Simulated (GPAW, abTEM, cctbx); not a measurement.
# TiGeBi: the scripts behind a bonding study

Short scripts, each with its output. The cell comes from substitution in a known structure type and wasn't matched to any measured phase.

### 1. Build the all-electron density and subtract free atoms

```text
cell
1.0
     3.817841270    0.000000000    0.000000000
     0.000000000    3.817841270    0.000000000
     0.000000000    0.000000000    8.424243240
Bi Ge Ti
2 2 2
Direct
0.000000000 0.500000000 0.377194270
0.500000000 0.000000000 0.622805730
0.500000000 0.500000000 0.000000000
0.000000000 0.000000000 0.000000000
0.000000000 0.500000000 0.762259340
0.500000000 0.000000000 0.237740660
```

```python
import numpy as np
from ase.io import read
from ase.units import Bohr
from gpaw import GPAW, PW, FermiDirac
from gpaw.calculator import GPAW as OldGPAW
from gpaw.mpi import serial_comm, world
from scipy.special import erfc
from scipy.spatial import cKDTree

atoms = read("cell.vasp")
atoms.calc = GPAW(mode=PW(450), xc="PBE", kpts={"size": (6, 6, 3), "gamma": True},
                 occupations=FermiDirac(0.1), maxiter=120, symmetry={"tolerance": 1e-5}, txt="scf.txt")
atoms.get_potential_energy()
rho = atoms.calc.get_all_electron_density(gridrefinement=2)
moments = atoms.get_magnetic_moments() if atoms.calc.get_number_of_spins() == 2 else np.zeros(len(atoms))
total = atoms.get_magnetic_moment() if moments.any() else 0.0
if world.rank == 0:
    free = OldGPAW(mode=PW(450), xc="PBE", txt=None, communicator=serial_comm)
    neutral = atoms.copy()
    neutral.set_initial_magnetic_moments(None)
    free.initialize(neutral)
    free.set_positions(neutral)
    drho = rho - free.get_all_electron_density(gridrefinement=2)
    # GPAW starts from confined atoms: exchange their smooth part for that of the datasets' free atoms
    h = np.stack(np.meshgrid(*[np.fft.fftfreq(n, 1 / n) for n in drho.shape], indexing="ij"), -1)
    gabs = np.linalg.norm(h @ atoms.cell.reciprocal(), axis=-1)
    tails = np.fft.fftn(free.get_pseudo_density(gridrefinement=2))
    g, form, v0 = np.linspace(0, gabs.max(), 1500), {}, 0
    for e in set(atoms.symbols):
        idx = atoms.symbols.search(e)
        d = free.setups[idx[0]].data
        r, w = d.rgd.r_g * Bohr, d.rgd.r_g**2 * d.rgd.dr_g
        j0 = np.sinc(2 * g[:, None] * r)
        smooth = sum(f * p**2 for f, p in zip(d.f_j, d.phit_jg)) + np.sqrt(4 * np.pi) * d.nct_g
        full = sum(f * p**2 for f, p in zip(d.f_j, d.phi_jg)) + np.sqrt(4 * np.pi) * d.nc_g
        phase = sum(np.exp(-2j * np.pi * h @ s) for s in atoms.get_scaled_positions()[idx])
        tails -= np.interp(gabs, g, j0 @ (smooth * w)) * phase * drho.size / atoms.get_volume()
        form[e] = j0 @ (full * w)
        v0 += 2 * np.pi / 3 * 14.3996 * (full * w * r**2).sum() * len(idx)  # V A^3
    tails *= 0.5 * erfc((gabs - 1.8) / 0.25)  # the tails differ at long wavelengths alone
    drho += np.fft.ifftn(tails).real  # crystal minus superposed spherical free atoms
    np.save("drho.npy", drho)
    dv = atoms.get_volume() / drho.size
    print("grid", drho.shape, " electrons %.3f" % (rho.sum() * dv), " moved by bonding %.3f e" % (abs(drho).sum() * dv / 2))
    pts = np.indices(drho.shape).reshape(3, -1).T / drho.shape @ atoms.cell
    shifts = (np.indices((3, 3, 3)).reshape(3, -1).T - 1) @ atoms.cell
    images = (atoms.positions[None] + shifts[:, None]).reshape(-1, 3)
    dist, idx = cKDTree(images).query(pts, k=4)
    out = drho.ravel()[dist[:, 0] > 0.5]
    print("deformation density beyond 0.5 A of the nuclei: max %.3f, min %.3f e/A^3" % (out.max(), out.min()))
    tie = dist < dist[:, :1] + 1e-4
    q = -np.bincount((idx % len(atoms))[tie], (drho.ravel()[:, None] / tie.sum(1, keepdims=True) * tie)[tie], len(atoms)) * dv
    print("atom        x       y       z   Voronoi charge  moment")
    for a, s, c, m in zip(atoms, atoms.get_scaled_positions(), q, moments):
        print("%-2s%-3d %7.4f %7.4f %7.4f %10.3f %10.2f" % (a.symbol, a.index + 1, *s, c, m))
    np.savez("free.npz", g=g, **form)
    print("mean inner potential of superposed free atoms %.3f V" % (v0 / atoms.get_volume()))
    print("total magnetic moment %.3f muB" % total)
```

```console
$ OMP_NUM_THREADS=1 mpirun -n 4 gpaw python run.py > gpaw.log
```

```text
grid (40, 40, 84)  electrons 274.000  moved by bonding 1.024 e
deformation density beyond 0.5 A of the nuclei: max 0.100, min -0.153 e/A^3
atom        x       y       z   Voronoi charge  moment
Bi1    0.0000  0.5000  0.3772      0.086       0.00
Bi2    0.5000  0.0000  0.6228      0.086       0.00
Ge3    0.5000  0.5000  0.0000     -0.029       0.00
Ge4    0.0000  0.0000  0.0000     -0.029       0.00
Ti5    0.0000  0.5000  0.7623     -0.058       0.00
Ti6    0.5000  0.0000  0.2377     -0.058       0.00
mean inner potential of superposed free atoms 22.674 V
total magnetic moment 0.000 muB
```

Time: 14 s on 4 cores of Intel(R) Xeon(R) Platinum 8488C (Sapphire Rapids) (shared host), peak memory 0.86 GiB.

### 2. Fourier-transform the difference

```python
from cctbx import adptbx, crystal, miller, xray
from cctbx.eltbx import tiny_pse
import numpy as np

cs = crystal.symmetry(unit_cell=(3.8178, 3.8178, 8.4242, 90, 90, 90), space_group_symbol='Hall: P 4ab 2ab -1ab')  # P4/nmm
atoms = [  # label, site, U (iso, or U11 U22 U33 U12 U13 U23 in A^2), occupancy
    ("Bi1", (0, 0.5, 0.37719), 0.0000, 1),
    ("Ge1", (0.5, 0.5, 0), 0.0000, 1),
    ("Ti1", (0, 0.5, 0.76226), 0.0000, 1),
]
xs = xray.structure(crystal_symmetry=cs)
for label, site, u, occ in atoms:
    u = adptbx.u_cif_as_u_star(cs.unit_cell(), u) if isinstance(u, tuple) else u
    xs.add_scatterer(xray.scatterer(label, site=site, u=u, occupancy=occ))
xs.scattering_type_registry(table="wk1995")
drho = np.load("drho.npy")
T = np.array([[1, 0, 0], [0, 1, 0], [0, 0, 1]])  # conventional axes in terms of the primitive ones
dF = np.fft.ifftn(drho) * 122.79103  # electrons a conventional cell, indexed by primitive hkl
ms = miller.build_set(cs, anomalous_flag=False, d_min=0.9).sort("resolution")
iam = ms.structure_factors_from_scatterers(xs, algorithm="direct").f_calc()
p1 = xs.expand_to_p1()
z = np.array([tiny_pse.table(sc.scattering_type).atomic_number() for sc in p1.scatterers()])
x = np.array(p1.sites_frac())
free = np.load("free.npz")
print("static structure factors of the conventional cell: F in electrons, V (Mott-Bethe) in volts")
print("   h  k  l      d  |F| table  |F| free   |F| DFT   change   |V| free  |V| DFT  change %")
for h, d, table in list(zip(ms.indices(), ms.d_spacings().data(), iam.data()))[:16]:
    df = dF[tuple(np.rint(np.linalg.solve(T, h)).astype(int))]
    phase = np.exp(2j * np.pi * x @ h)
    f = sum(np.interp(1 / d, free["g"], free[sc.scattering_type]) * p for sc, p in zip(p1.scatterers(), phase))
    fz = (z * phase).sum()
    c = 14.3996 * d * d / (np.pi * cs.unit_cell().volume())
    v0, v1 = abs(fz - f) * c, abs(fz - f - df) * c
    print("%4d%3d%3d %7.4f %9.3f %9.3f %9.3f %8.3f %9.3f %8.3f %8s" % (h + (d, abs(table), abs(f), abs(f + df), abs(f + df) - abs(f), v0, v1, "%.1f" % (100 * (v1 / v0 - 1)) if v0 > 0.02 else "-")))
```

```console
$ python run.py
```

```text
static structure factors of the conventional cell: F in electrons, V (Mott-Bethe) in volts
   h  k  l      d  |F| table  |F| free   |F| DFT   change   |V| free  |V| DFT  change %
   0  0  1  8.4242    51.169    51.124    50.992   -0.132     1.254    1.604     27.8
   0  0  2  4.2121    24.798    24.788    24.631   -0.156     0.199    0.303     51.9
   1  0  1  3.4774    68.848    68.815    68.604   -0.211     1.385    1.481      6.9
   1  0  2  2.8287   149.343   149.261   149.332    0.071     6.998    6.977     -0.3
   0  0  3  2.8081   142.660   142.673   142.628   -0.046     6.971    6.985      0.2
   1  1  0  2.6996   123.633   123.441   123.214   -0.227     6.137    6.199      1.0
   1  1  1  2.5708   150.319   150.296   150.271   -0.025     7.229    7.235      0.1
   1  1  2  2.2728    76.426    76.281    75.992   -0.289     5.135    5.191      1.1
   1  0  3  2.2621   130.793   130.658   130.319   -0.339     6.551    6.616      1.0
   0  0  4  2.1061    57.261    57.393    57.862    0.469     0.402    0.324    -19.3
   1  1  3  1.9461    35.232    35.348    35.474    0.127     0.426    0.408     -4.2
   2  0  0  1.9089   205.832   205.612   205.253   -0.359     9.302    9.351      0.5
   2  0  1  1.8617    44.330    44.453    44.482    0.030     0.924    0.921     -0.4
   1  0  4  1.8441     1.372     1.355     1.278   -0.077     0.363    0.372      2.7
   2  0  2  1.7387    21.862    21.751    21.701   -0.050     0.377    0.382      1.5
   0  0  5  1.6848   148.988   148.804   148.407   -0.397     6.029    6.071      0.7
```

Time: 0.25 s on 1 core of Intel(R) Xeon(R) Platinum 8488C (Sapphire Rapids) (shared host), peak memory 0.08 GiB.

### 3. Propagate a plane wave with and without the bonding term

```python
import abtem
import numpy as np
from ase.build import make_supercell
from ase.io import read

abtem.config.set({"dask.lazy": False, "fft": "fftw", "diagnostics.progress_bar": False})
M = [[1, -1, 0], [0, 0, -1], [1, 1, 0]]  # rows: x, y and beam direction in the primitive cell's axes
unit = make_supercell(read("cell.vasp"), M)
unit.set_cell(list(unit.cell.lengths()) + [90, 90, 90], scale_atoms=True)
unit.positions[:, 2] += 0.6749  # keeps atomic planes off the slice boundaries
unit.wrap()
slab = unit * (2, 2, 108)
print(slab.get_chemical_formula(), "| box %.2f x %.2f x %.2f A" % tuple(slab.cell.lengths()))

# change of the potential by bonding, from the DFT deformation density (Poisson's equation term by term)
drho = np.load("drho.npy")
prim = read("cell.vasp")
h = np.stack(np.meshgrid(*[np.fft.fftfreq(n, 1 / n) for n in drho.shape], indexing="ij"), -1).reshape(-1, 3).astype(int)
g2 = ((h @ prim.cell.reciprocal()) ** 2).sum(1)
keep = (g2 > 0) & (g2 < 2.5**2)
shape = (155, 241, 32)
vg = np.zeros(shape, complex)
hm = h[keep] @ np.array(M).T
move = np.exp(-2j * np.pi * hm[:, 2] * (0.6749 / unit.cell[2, 2] - 0.5 / shape[2]))  # the same shift, sampled at mid-points
vg[tuple(hm.T % np.array(shape)[:, None])] = -14.3996 / np.pi * (np.fft.fftn(drho).ravel() / drho.size)[keep] / g2[keep] * move
dV = np.fft.ifftn(vg).real * vg.size
dV = dV.reshape(155, 241, 4, 8).mean(3) * unit.cell[2, 2] / 4  # V A, projected in each slice
dV = np.tile(dV.transpose(2, 0, 1), (108, 2, 2))


def build(atoms):
    p = abtem.Potential(atoms, gpts=(310, 482), slice_thickness=[slab.cell[2, 2] / 432] * 432,
                        parametrization="lobato", projection="infinite", exit_planes=36).build()
    p.array[:] += BONDING * dV
    return p


sigmas = {'Bi': 0.066, 'Ge': 0.079, 'Ti': 0.084}  # r.m.s. displacement along each axis, A
u = np.array([sigmas[s] for s in slab.symbols])[:, None]
rng = np.random.default_rng(977)


def potentials():
    for _ in range(3):  # frozen phonons, one configuration at a time
        atoms = slab.copy()
        atoms.positions += u * rng.standard_normal((len(atoms), 3))
        atoms.wrap()
        yield build(atoms)


for label, BONDING in (("IAM", 0.0), ("DFT", 1.0)):
    print("=====", label)
    rng = np.random.default_rng(977)  # the same displacements for both
    potential = build(slab)
    print("grid", potential.gpts, "slices", potential.num_slices)
    thickness = potential.exit_thicknesses
    wave = abtem.PlaneWave(energy=200000)
    dp = np.mean([wave.multislice(p).diffraction_patterns(max_angle="valid").array for p in potentials()], axis=0)
    hkl = [(0, 0, 0), (0, 0, 1), (0, 0, 2), (0, 0, 3), (1, -1, 0), (1, -1, 1), (1, -1, 2)]
    nx, ny = dp.shape[-2:]
    print("intensity of each beam, fraction of the incident wave")
    print("  t (A)" + "".join("%9s" % " ".join(map(str, h)) for h in hkl) + "  diffuse    total")
    grid = np.zeros((nx, ny), bool)
    grid[nx // 2 % 2::2, ny // 2 % 2::2] = True
    for t, a in list(zip(thickness, dp))[1:]:
        idx = [np.rint(np.array(M) @ np.linalg.solve([[1, 0, 0], [0, 1, 0], [0, 0, 1]], h)).astype(int) for h in hkl]
        print("%7.1f" % t + "".join("%9.5f" % a[nx // 2 + i[0] * 2, ny // 2 + i[1] * 2] for i in idx) + "%9.4f%9.4f" % (a[~grid].sum(), a.sum()))
```

```console
$ python run.py
```

```text
Bi1728Ge1728Ti1728 | box 10.80 x 16.85 x 583.12 A
===== IAM
grid (310, 482) slices 432
intensity of each beam, fraction of the incident wave
  t (A)    0 0 0    0 0 1    0 0 2    0 0 3   1 -1 0   1 -1 1   1 -1 2  diffuse    total
   48.6  0.60520  0.00007  0.00936  0.00635  0.01515  0.00651  0.01106   0.0709   0.9931
   97.2  0.41985  0.00017  0.03428  0.00067  0.04481  0.00308  0.02827   0.1055   0.9899
  145.8  0.24891  0.00034  0.06628  0.00105  0.05416  0.00109  0.02760   0.1541   0.9860
  194.4  0.24261  0.00095  0.08078  0.00375  0.03533  0.00256  0.01861   0.1893   0.9828
  243.0  0.34988  0.00336  0.06528  0.01099  0.01236  0.00169  0.00899   0.2244   0.9790
  291.6  0.39491  0.00519  0.02599  0.01590  0.01066  0.00189  0.00152   0.2486   0.9751
  340.2  0.33493  0.00647  0.00472  0.01855  0.02558  0.00206  0.00086   0.2750   0.9708
  388.7  0.20984  0.00692  0.01614  0.01924  0.03075  0.00150  0.00632   0.3024   0.9665
  437.3  0.10782  0.00675  0.04324  0.01830  0.01825  0.00114  0.01108   0.3352   0.9619
  485.9  0.09194  0.00740  0.05308  0.01939  0.00471  0.00150  0.00822   0.3656   0.9573
  534.5  0.13691  0.00934  0.03589  0.02118  0.00223  0.00199  0.00279   0.3885   0.9528
  583.1  0.17633  0.01153  0.00880  0.02166  0.00153  0.00269  0.00024   0.4130   0.9480
===== DFT
grid (310, 482) slices 432
intensity of each beam, fraction of the incident wave
  t (A)    0 0 0    0 0 1    0 0 2    0 0 3   1 -1 0   1 -1 1   1 -1 2  diffuse    total
   48.6  0.60397  0.00015  0.00867  0.00631  0.01527  0.00654  0.01122   0.0710   0.9931
   97.2  0.41559  0.00038  0.03428  0.00065  0.04559  0.00312  0.02790   0.1057   0.9899
  145.8  0.24576  0.00212  0.06805  0.00112  0.05437  0.00121  0.02599   0.1545   0.9859
  194.4  0.24017  0.00378  0.08349  0.00414  0.03458  0.00291  0.01634   0.1893   0.9828
  243.0  0.34320  0.00811  0.06530  0.01191  0.01171  0.00230  0.00756   0.2238   0.9791
  291.6  0.37881  0.01067  0.02403  0.01708  0.01102  0.00296  0.00124   0.2478   0.9752
  340.2  0.31046  0.01170  0.00396  0.01962  0.02517  0.00331  0.00102   0.2750   0.9709
  388.7  0.18574  0.01249  0.01762  0.02019  0.02830  0.00262  0.00599   0.3031   0.9666
  437.3  0.09400  0.01273  0.04388  0.01877  0.01512  0.00208  0.01027   0.3368   0.9620
  485.9  0.09115  0.01422  0.04934  0.01923  0.00341  0.00236  0.00713   0.3668   0.9575
  534.5  0.14263  0.01657  0.02930  0.01988  0.00317  0.00249  0.00193   0.3888   0.9531
  583.1  0.17902  0.01737  0.00608  0.01874  0.00272  0.00243  0.00025   0.4120   0.9485
```

Time: 2 min.

### 4. Scan a probe

```python
import abtem
import numpy as np
from ase.build import make_supercell
from ase.io import read

abtem.config.set({"dask.lazy": False, "fft": "fftw", "diagnostics.progress_bar": False})
M = [[1, -1, 0], [0, 0, -1], [1, 1, 0]]  # rows: x, y and beam direction in the primitive cell's axes
unit = make_supercell(read("cell.vasp"), M)
unit.set_cell(list(unit.cell.lengths()) + [90, 90, 90], scale_atoms=True)
unit.positions[:, 2] += 0.6749  # keeps atomic planes off the slice boundaries
unit.wrap()
slab = unit * (3, 2, 8)
print(slab.get_chemical_formula(), "| box %.2f x %.2f x %.2f A" % tuple(slab.cell.lengths()))

# change of the potential by bonding, from the DFT deformation density (Poisson's equation term by term)
drho = np.load("drho.npy")
prim = read("cell.vasp")
h = np.stack(np.meshgrid(*[np.fft.fftfreq(n, 1 / n) for n in drho.shape], indexing="ij"), -1).reshape(-1, 3).astype(int)
g2 = ((h @ prim.cell.reciprocal()) ** 2).sum(1)
keep = (g2 > 0) & (g2 < 2.5**2)
shape = (39, 61, 32)
vg = np.zeros(shape, complex)
hm = h[keep] @ np.array(M).T
move = np.exp(-2j * np.pi * hm[:, 2] * (0.6749 / unit.cell[2, 2] - 0.5 / shape[2]))  # the same shift, sampled at mid-points
vg[tuple(hm.T % np.array(shape)[:, None])] = -14.3996 / np.pi * (np.fft.fftn(drho).ravel() / drho.size)[keep] / g2[keep] * move
dV = np.fft.ifftn(vg).real * vg.size
dV = dV.reshape(39, 61, 4, 8).mean(3) * unit.cell[2, 2] / 4  # V A, projected in each slice
dV = np.tile(dV.transpose(2, 0, 1), (8, 3, 2))


def build(atoms):
    p = abtem.Potential(atoms, gpts=(117, 122), slice_thickness=[slab.cell[2, 2] / 32] * 32,
                        parametrization="lobato", projection="infinite", exit_planes=16).build()
    p.array[:] += BONDING * dV
    return p


sigmas = {'Bi': 0.066, 'Ge': 0.079, 'Ti': 0.084}  # r.m.s. displacement along each axis, A
u = np.array([sigmas[s] for s in slab.symbols])[:, None]
rng = np.random.default_rng(977)


def potentials():
    for _ in range(2):  # frozen phonons, one configuration at a time
        atoms = slab.copy()
        atoms.positions += u * rng.standard_normal((len(atoms), 3))
        atoms.wrap()
        yield build(atoms)


for label, BONDING in (("IAM", 0.0), ("DFT", 1.0)):
    print("=====", label)
    rng = np.random.default_rng(977)  # the same displacements for both
    potential = build(slab)
    print("grid", potential.gpts, "slices", potential.num_slices)
    thickness = potential.exit_thicknesses
    probe = abtem.Probe(energy=200000, semiangle_cutoff=18)
    probe.grid.match(potential)
    print("wavelength %.5f A, largest angle on the grid %.0f mrad" % (probe.wavelength, min(probe.cutoff_angles)))
    detectors = {"ABF": (9, 18), "BF": (0, 9), "LAADF": (22, 58)}  # mrad
    columns = [  # name, x, y (A)
        ("Bi", 4.049, 5.247),
        ("Ge2", 2.700, 0.000),
        ("Ti", 4.049, 2.003),
        ("void", 0.000, 4.212),
    ]
    scan = abtem.GridScan(start=(0.0000, 0.0000), end=(5.3992, 8.4242), gpts=(16, 25), endpoint=False)
    dets = [abtem.AnnularDetector(*v) for v in detectors.values()] + [abtem.PixelatedDetector(max_angle=27)]
    runs = [probe.scan(p, scan=scan, detectors=dets, max_batch=32) for p in potentials()]
    out = [sum(x[1:], x[0]) / len(x) for x in zip(*runs)]
    images = dict(zip(detectors, out))
    images["iCOM"] = out[-1].center_of_mass().integrate_gradient()
    np.save(label + "_pacbed.npy", out[-1].array.mean(axis=(1, 2)))
    print("PACBED pixel %.3f x %.3f mrad" % out[-1].angular_sampling)
    for name, im in images.items():
        im = im.interpolate(sampling=0.1, boundary="periodic").gaussian_filter(0.25)
        np.save(label + "_" + name + ".npy", im.array)
        print(name, "signal at the columns" + (", fraction of the beam" if name in detectors else ""))
        print("  t (A)     mean" + "".join("%10s" % c[0][:9] for c in columns))
        for t, a in list(zip(thickness, im.array))[1:]:
            at = [a[round((x - 0.0000) / im.sampling[0]) % a.shape[0], round((y - 0.0000) / im.sampling[1]) % a.shape[1]] for _, x, y in columns]
            print("%7.1f %8.5f" % (t, a.mean()) + "".join("%10.5f" % v for v in at))
```

```console
$ python run.py
```

```text
Bi192Ge192Ti192 | box 16.20 x 16.85 x 43.19 A
===== IAM
grid (117, 122) slices 32
wavelength 0.02508 A, largest angle on the grid 60 mrad
PACBED pixel 1.548 x 1.489 mrad
ABF signal at the columns, fraction of the beam
  t (A)     mean        Bi       Ge2        Ti      void
   21.6  0.65313   0.35846   0.35481   0.61672   0.69715
   43.2  0.59448   0.35517   0.39474   0.45813   0.65937
BF signal at the columns, fraction of the beam
  t (A)     mean        Bi       Ge2        Ti      void
   21.6  0.23467   0.13074   0.14190   0.25186   0.26595
   43.2  0.21561   0.06837   0.08284   0.27596   0.26287
LAADF signal at the columns, fraction of the beam
  t (A)     mean        Bi       Ge2        Ti      void
   21.6  0.06476   0.29075   0.32059   0.07967   0.01574
   43.2  0.09352   0.21741   0.23807   0.13123   0.03493
iCOM signal at the columns
  t (A)     mean        Bi       Ge2        Ti      void
   21.6  0.04954   0.13357   0.13799   0.08863   0.01974
   43.2  0.04954   0.12398   0.13040   0.12057   0.01023
===== DFT
grid (117, 122) slices 32
wavelength 0.02508 A, largest angle on the grid 60 mrad
PACBED pixel 1.548 x 1.489 mrad
ABF signal at the columns, fraction of the beam
  t (A)     mean        Bi       Ge2        Ti      void
   21.6  0.65279   0.35819   0.35397   0.61559   0.69732
   43.2  0.59366   0.35540   0.39488   0.45578   0.65955
BF signal at the columns, fraction of the beam
  t (A)     mean        Bi       Ge2        Ti      void
   21.6  0.23464   0.13079   0.14194   0.25206   0.26605
   43.2  0.21546   0.06844   0.08257   0.27635   0.26345
LAADF signal at the columns, fraction of the beam
  t (A)     mean        Bi       Ge2        Ti      void
   21.6  0.06496   0.29084   0.32113   0.08011   0.01574
   43.2  0.09409   0.21771   0.23825   0.13201   0.03489
iCOM signal at the columns
  t (A)     mean        Bi       Ge2        Ti      void
   21.6  0.05157   0.13676   0.13939   0.09084   0.02364
   43.2  0.05157   0.12817   0.13083   0.12299   0.01575
```

Time: 50 s.

[Outputs are excerpts: Python notices, other lines and further rows are left out; steps that failed or that the build refused (PBEsol, TPSS) are not shown.]

[Logs are printed without paths, hosts, clocks, repeated set-up lines and the standing remarks that a program may print on its own settings, such as how far it seeks lower states.]
